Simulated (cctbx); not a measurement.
**Diagnosing a refinement**

Cell a = 11.5690 Å, b = 11.5690 Å, c = 11.5690 Å, α = 90.00°, β = 90.00°, γ = 90.00°; space group Fm-3m (no. 225). The compound is Al6Tl2Ni21.

Simulated single-crystal data (cctbx): Mo Kα, λ = 0.71073 Å, to d = 0.65 Å, 95 % of the full sphere, strongest reflection 20000 counts, noise from counting, a 6 % proportional error and a noise floor of 8 counts (s.d.); no absorption.

An anisotropic refinement with weights 1/σ² prints:

```text
Rint 0.055, 190 unique reflections to 0.65 A
cycle     R1     wR2    GooF  max shift (A)
   1  0.0399  0.1038   6.507   0.00115
   2  0.0188  0.0440   2.759   0.00001
final R1 0.0188 wR2 0.0440 GooF 2.759  parameters 12  data/parameter 15.8
atom        x        y        z      Ueq    occ   su(xyz)  su(Uiso or U11)
Tl1    0.25000  0.75000  0.75000   0.0103  1.000  0.00000  0.0001
Ni1    0.00000  0.82838  0.82838   0.0094  1.000  0.00004  0.0003
Ni2    0.38221  0.88221  0.88221   0.0095  1.000  0.00004  0.0002
Ni3    0.00000  0.00000  0.00000   0.0100  1.000  0.00000  0.0004
Al1    0.73376  0.00000  0.00000   0.0187  1.000  0.00025  0.0012
difference map: max 1.51 min -1.67 rms 0.31
Q1    0.1386  0.1386  0.3614   32    1.51  0.42 A from Ni2
Q2    0.0000  0.1534  0.1534   48    1.37  0.30 A from Ni1
Q3    0.0000  0.0000  0.3572   24    1.01  1.05 A from Al1
Q4    0.0000  0.0000  0.1618   24    0.89  1.21 A from Al1
Q5    0.0000  0.0955  0.0955   48    0.72  1.25 A from Ni1
Q6    0.0000  0.1159  0.3088   96    0.72  1.43 A from Al1
```

Q: Accept it or mend it, and why?

Mend it. The fault: anomalous dispersion left out. Against the right model at the same level, R1 goes from 0.0077 to 0.0188 and GooF from 0.95 to 2.76 and a hole of -1.7 e/Å³ opens. No atom is wrong: without f′ and f″ the atoms near an edge get the wrong scattering power, which U and the scale absorb. The signs are weak, and the output alone doesn't single this fault out.

The compound is Al6Tl2Ni21. The right model at the same level gives:

```text
Rint 0.055, 190 unique reflections to 0.65 A
cycle     R1     wR2    GooF  max shift (A)
   1  0.0103  0.0238   1.494   0.00145
   2  0.0077  0.0151   0.946   0.00000
final R1 0.0077 wR2 0.0151 GooF 0.946  parameters 12  data/parameter 15.8
atom        x        y        z      Ueq    occ   su(xyz)  su(Uiso or U11)
Tl1    0.25000  0.75000  0.75000   0.0093  1.000  0.00000  0.0000
Ni1    0.00000  0.82839  0.82839   0.0112  1.000  0.00001  0.0001
Ni2    0.38220  0.88220  0.88220   0.0112  1.000  0.00001  0.0001
Ni3    0.00000  0.00000  0.00000   0.0120  1.000  0.00000  0.0001
Al1    0.73379  0.00000  0.00000   0.0197  1.000  0.00009  0.0004
difference map: max 1.15 min -0.46 rms 0.13
Q1    0.0000  0.0000  0.3797   24    1.17  1.31 A from Al1
Q2    0.0000  0.0000  0.2062   24    0.49  0.69 A from Al1
Q3    0.0000  0.0000  0.1363   24    0.45  1.50 A from Al1
Q4    0.0000  0.0804  0.3702   96    0.44  1.44 A from Ni2
Q5    0.0000  0.1000  0.1000   48    0.44  1.17 A from Ni1
Q6    0.0000  0.1395  0.1395   48    0.40  0.53 A from Ni1
```

Isotropic U is held between 0.0001 and 1 Å² by the program, and listed peak heights are interpolated, so they can pass the grid's maximum.

The model is made up (kin elements in a known structure type, no relaxation), so it says nothing on whether the phase exists.

[Middle refinement cycles are left out of these outputs.]

[Logs are printed without paths, hosts, clocks, repeated set-up lines and the standing remarks that a program may print on its own settings, such as how far it seeks lower states.]
